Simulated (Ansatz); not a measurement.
Planning a run of Ansatz 0.2.0 on AgCSO3F3 (R-3). The input:

```yaml
crystal:
  lattice:
    - [2.656, 1.533442315, 10.8866666667]
    - [-2.656, 1.533442315, 10.8866666667]
    - [0.0, -3.0668846299, 10.8866666667]
  atoms:
    - { symbol: Ag, position: [0.664832546, 0.664832546, 0.664832546] }
    - { symbol: Ag, position: [0.335167454, 0.335167454, 0.335167454] }
    - { symbol: C, position: [0.116461507, 0.116461507, 0.116461507] }
    - { symbol: C, position: [0.883538493, 0.883538493, 0.883538493] }
    - { symbol: S, position: [0.0590977777, 0.0590977777, 0.0590977777] }
    - { symbol: S, position: [0.9409022223, 0.9409022223, 0.9409022223] }
    - { symbol: O, position: [0.7831085878, 0.0394715722, 0.3215094394] }
    - { symbol: O, position: [0.3215094394, 0.7831085878, 0.0394715722] }
    - { symbol: O, position: [0.0394715722, 0.3215094394, 0.7831085878] }
    - { symbol: O, position: [0.2168914122, 0.9605284278, 0.6784905606] }
    - { symbol: O, position: [0.6784905606, 0.2168914122, 0.9605284278] }
    - { symbol: O, position: [0.9605284278, 0.6784905606, 0.2168914122] }
    - { symbol: F, position: [0.348794923, 0.1646414406, 0.8767344618] }
    - { symbol: F, position: [0.8767344618, 0.348794923, 0.1646414406] }
    - { symbol: F, position: [0.1646414406, 0.8767344618, 0.348794923] }
    - { symbol: F, position: [0.651205077, 0.8353585594, 0.1232655382] }
    - { symbol: F, position: [0.1232655382, 0.651205077, 0.8353585594] }
    - { symbol: F, position: [0.8353585594, 0.1232655382, 0.651205077] }
kpoints:
  mp_grid: { grid: [6, 6, 6] }
hamiltonian:
  xc: pbe
  pseudopotentials: { kind: paw, azcp: { folder: soft_1 } }
scf:
  occupations: { method: fixed }
  n_extra_bands: 182
output:
  optics: { e_range: [0, 25], de: 0.1, sigma: 0.2 }
```

```sh
ansatz run input.yaml --threads 2 --pin off --max-ram 92160MiB --backend cuda --events-out ev --progress --plain --runs-dir out --devices 1 --max-vram 13GiB
```

Question: Estimate wall time and host memory on 1 × NVIDIA H100 80GB HBM3 (shared by 6 runs) with 2 threads of AMD EPYC 7R13 (Zen 3), shared host.

It took 2 min; on shared hardware allow 60 s to 4 min. Peak host memory was 6.0 GiB.

[Paths, hosts, dates, memory and timing lines, banners, echoed tables and standing remarks are left out of the program output.]

[Logs are printed without paths, hosts, clocks, repeated set-up lines and the standing remarks that a program may print on its own settings, such as how far it seeks lower states.]

[Runs of the session that timed out or met a known fault of the program may be left out.]

[Cells called generated may have been cut or substituted from an entry of the Crystallography Open Database or the Materials Project.]

[Hosts, paths, dates, database ids (printed as entryN), source tags and the programs' standing remarks are cut or masked in the printed files.]
